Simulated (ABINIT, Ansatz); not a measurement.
# Quasiparticle gap of Be3N2 (R3m) in ABINIT, part 3 of 3

How does a plane-wave GW calculation on Be3N2 (R3m) run from the first input to the gap?

ABINIT 10.8.3; LDA and many-body steps on it, plane waves. Known limits of the many-body steps: not at the basis limit.

So far. Step 4 (Empty states on the mesh, 4×4×4 mesh, 45 bands): On this mesh the gap is 2.731 eV. Step 5 (Screening, 4×4×4 mesh, 41 bands, screening to 119.7 eV): Local fields lower ε∞ by 8 %.

## 6. Self-energy, 4×4×4 mesh, 41 bands, screening to 119.7 eV

The self-energy is evaluated for the states that the input lists, and the levels follow from it, in one-shot runs by the linearised quasiparticle equation.

This step: G0W0 on LDA, plane waves, norm-conserving pseudopotentials.

run.abi

```
acell 3*1.0 Angstrom
rprim 
  1.419805055509 0.819724830995 4.866215662800
  -1.419805055509 0.819724830995 4.866215662800
  -0.000000000000 -1.639449661990 4.866215662800
ntypat 2
znucl 4 7
natom 5
typat 1 1 1 2 2
xred 
  0.859001080000 0.859001080000 0.859001080000
  0.317694560000 0.317694560000 0.317694560000
  0.088806770000 0.088806770000 0.088806770000
  0.204162680000 0.204162680000 0.204162680000
  0.708434910000 0.708434910000 0.708434910000
pp_dirpath "pseudos"
pseudos "Be.upf, N.upf"
ecut 38
ngkpt 4 4 4
nshiftk 1
shiftk 0 0 0
kptopt 1
chksymbreak 0
istwfk *1
occopt 1
irdwfk 1
optdriver 4
nband 41
gwcalctyp 0
ecutsigx 38
symsigma 1
nkptgw 2
kptgw 
  0.0000000000 0.0000000000 0.0000000000
  0.5000000000 0.5000000000 0.0000000000
bdgw 
  10 13
  10 13
ecuteps 4.4
irdscr 1
ppmodel 1
indata_prefix "in"
outdata_prefix "out"
tmpdata_prefix "tmp"
```

On the command line:

```sh
> OMP_NUM_THREADS=1 mpirun -n 4 abinit run.abi > log
```

Numbers of over 12 decimals in the logs are rounded to 6 here.

The program printed:

```text
.Version 10.8.3 of ABINIT. v10.8.2 released Aug 2026.

 Symmetries : space group R3 m (#160); Bravais hR (rhombohedral)
[... echo of the input left out ...]
== DATASET  1 ==================================================================
-   mpi_nproc: 4, omp_nthreads: 1 (-1 if OMP is not activated)

--- !DatasetInfo
iteration_state: {dtset: 1, }
dimensions: {natom: 5, nkpt: 13, mband: 41, nsppol: 1, nspinor: 1, nspden: 1, mpw: 2590, }
cutoff_energies: {ecut:  38.0, pawecutdg:  -1.0, }
electrons: {nelect:   2.20000000E+01, charge:   0.00000000E+00, occopt:   1.00000000E+00, tsmear:   1.00000000E-02, }

 SIGMA: Calculation of the GW corrections

 Based on a program developped by R.W. Godby, V. Olevano, G. Onida, and L. Reining.
 Incorporated in ABINIT by V. Olevano, G.-M. Rignanese, and M. Torrent.
.Using double precision arithmetic ; gwpc =  8

[... cell and pseudopotentials left out ...]
--------------------------------------------------------------------------------

 ==== K-mesh for the wavefunctions ====
 Number of points in the irreducible wedge :    13
[... list of points left out ...]
 Together with  6 symmetry operations and time-reversal symmetry
 yields    64 points in the full Brillouin Zone.

 ==== Q-mesh for screening function ====
 Number of points in the irreducible wedge :    13
[... list of points left out ...]
 Together with  6 symmetry operations and time-reversal symmetry
 yields    64 points in the full Brillouin Zone.

 vcoul_init : cutoff-mode = AUXILIARY_FUNCTION
 q-points for optical limit:   1
     1)      0.000010    0.000020    0.000030
 setmesh: FFT mesh size selected  =    54x   54x   54
          total number of points  =       157464

 Number of electrons calculated from density =   22.0000; Expected =   22.0000
 average of density, n =  0.095937
 r_s =    1.3551
 omega_plasma =   29.8778 [eV]

 === KS Band Gaps ===
  >>>> For spin  1
   Minimum direct gap =   3.7920 [eV], located at k-point      :   0.5000  0.5000  0.0000
   Fundamental gap    =   2.7311 [eV], Top of valence bands at :   0.0000  0.0000  0.0000
                                       Bottom of conduction at :   0.5000  0.5000  0.0000
 SIGMA fundamental parameters:
 PLASMON POLE MODEL  1
 number of plane-waves for SigmaX                 2557
 number of plane-waves for SigmaC and W            111
 number of plane-waves for wavefunctions          2557
 number of bands                                    41
 number of independent spin polarizations            1
 number of spinorial components                      1
 number of k-points in IBZ                          13
 number of q-points in IBZ                          13
 number of symmetry operations                       6
 number of k-points in BZ                           64
 number of q-points in BZ                           64
 number of frequencies for dSigma/dE                 9
 frequency step for dSigma/dE [eV]                0.25
 number of omega for Sigma on real axis              0
 max omega for Sigma on real axis  [eV]           0.00
 zcut for avoiding poles [eV]                     0.10

 EPSILON^-1 parameters (SCR file):
 dimension of the eps^-1 matrix on file            111
 dimension of the eps^-1 matrix used               111
 number of plane-waves for wavefunctions          2557
 number of bands                                    41
 number of q-points in IBZ                          13
 number of frequencies                               2
 number of real frequencies                          1
 number of imag frequencies                          1

 matrix elements of self-energy operator (all in [eV])

 Perturbative Calculation

--- !SelfEnergy_ee
iteration_state: {dtset: 1, }
kpoint     : [   0.000,    0.000,    0.000, ]
spin       : 1
KS_gap     :    6.136
QP_gap     :    7.714
Delta_QP_KS:    1.578
data: !SigmaeeData |
     Band     E0 <VxcDFT>   SigX SigC(E0)      Z dSigC/dE  Sig(E)    E-E0       E
       10   5.933 -17.556 -21.694   3.787   0.809  -0.237 -17.839  -0.284   5.649
       11   5.933 -17.556 -21.694   3.787   0.809  -0.237 -17.839  -0.284   5.649
       12  12.069 -13.924  -8.230  -4.120   0.823  -0.215 -12.629   1.295  13.364
       13  13.753 -13.224  -6.984  -4.210   0.833  -0.200 -11.532   1.692  15.445

--- !SelfEnergy_ee
iteration_state: {dtset: 1, }
kpoint     : [   0.500,    0.500,    0.000, ]
spin       : 1
KS_gap     :    3.792
QP_gap     :    5.255
Delta_QP_KS:    1.463
data: !SigmaeeData |
     Band     E0 <VxcDFT>   SigX SigC(E0)      Z dSigC/dE  Sig(E)    E-E0       E
       10   4.591 -16.867 -21.327   3.942   0.806  -0.241 -17.284  -0.417   4.174
       11   4.872 -16.774 -20.801   3.638   0.806  -0.240 -17.088  -0.313   4.559
       12   8.664 -11.330  -6.467  -3.503   0.845  -0.184 -10.181   1.149   9.813
       13  13.575 -11.850  -5.860  -4.109   0.843  -0.186 -10.264   1.586  15.161

== END DATASET(S) ==============================================================
================================================================================

 -outvars: echo values of variables after computation  --------
           etotal      0.0000000000E+00
            nband          41
             nkpt          13
          spgroup         160
 [... the other variables as echoed above ...]

 Calculation completed.
```

It took 9.8 s on 4 MPI ranks of Arm Neoverse N1, shared host; peak memory 0.93 GiB.

This step gave:

| Item | Value |
| --- | --- |
| G0W0 gap on the points computed | 4.164 eV |
| starting gap on the mesh | 2.731 eV |
| k of the valence top | 0, 0, 0 |
| k of the conduction bottom | 0.5, 0.5, 0 |
| Z at the valence top | 0.809 |
| Z at the conduction bottom | 0.845 |
| least direct G0W0 gap on the computed points | 5.254 eV |

The gap on the mesh goes from 2.73 eV to 4.16 eV, a correction of +1.43 eV.

Limits: finite bands, cutoff and mesh. v1 is the top filled band, c1 the lowest empty one. Levels before and after the correction, in eV, zero at the valence-band top of each column:

```tsv
	conduction bottom	valence top
Kohn-Sham	2.73	0.00
G0W0	4.16	0.00
```

```tsv
	level	energy (eV)
Kohn-Sham	Γ v2-v1	0.000
Kohn-Sham	Γ c1	6.136
Kohn-Sham	Γ c2	7.820
Kohn-Sham	(0.5 0.5 0) v2	-1.342
Kohn-Sham	(0.5 0.5 0) v1	-1.061
Kohn-Sham	(0.5 0.5 0) c1	2.731
Kohn-Sham	(0.5 0.5 0) c2	7.642
G0W0	Γ v2-v1	0.000
G0W0	Γ c1	7.715
G0W0	Γ c2	9.796
G0W0	(0.5 0.5 0) v2	-1.475
G0W0	(0.5 0.5 0) v1	-1.090
G0W0	(0.5 0.5 0) c1	4.164
G0W0	(0.5 0.5 0) c2	9.512
```

## 7. Where the time went

Times are wall times on 4 MPI ranks of Arm Neoverse N1, shared host, good to a factor of about two.

```tsv
step	time	share	memory (GiB)
ground state	97 s	41 %	0.42
bands along the symmetry lines	40 s	17 %	0.32
empty states on the mesh	26 s	11 %	0.3
screening	65 s	27 %	1.1
self-energy	9.8 s	4 %	0.93
```

## 8. Results

| Quantity | Value |
| --- | --- |
| LDA gap | 2.73 eV, indirect |
| G0W0 gap on the mesh | 4.16 eV |
| GW settings | 4×4×4 mesh, 41 bands, screening to 119.7 eV, Godby-Needs plasmon pole |
| known limits | not at the basis limit |

In words: G0W0 moves the gap on the mesh from 2.73 eV to 4.16 eV (+1.43 eV), with Z of 0.81 and 0.84 at the edges. Local fields lower the RPA ε∞ on this mesh from 5.17 to 4.76. Only 2 of the mesh's irreducible points were corrected, so a valley elsewhere could overtake. The dearest step here is «ground state». Bands and cutoff are finite, so the gap is not at the basis limit. The miss can reach some tenths of an eV and take either sign; the mesh is an error of its own. In the G0W0 run levels were corrected at 2 k points alone, so a gap called «on the mesh» is the least over those, and an edge elsewhere would be missed.

[Paths, hosts, dates, memory and timing lines, banners, echoed tables and standing remarks are left out of the program output.]

[Logs are printed without paths, hosts, clocks, repeated set-up lines and the standing remarks that a program may print on its own settings, such as how far it seeks lower states.]

[Runs of the session that timed out or met a known fault of the program may be left out.]

[Hosts, paths, dates, database ids (printed as entryN), source tags and the programs' standing remarks are cut or masked in the printed files.]

[G0W0 gaps are taken among the corrected bands and points alone; a level outside them can change the order at an edge.]

[Where Ansatz stands beside ABINIT at settings called matched, ABINIT's density can come from a denser mesh and the files from another edition; pairs whose starting gaps differed by over 0.03 eV were left out, so agreement reads better than it is.]
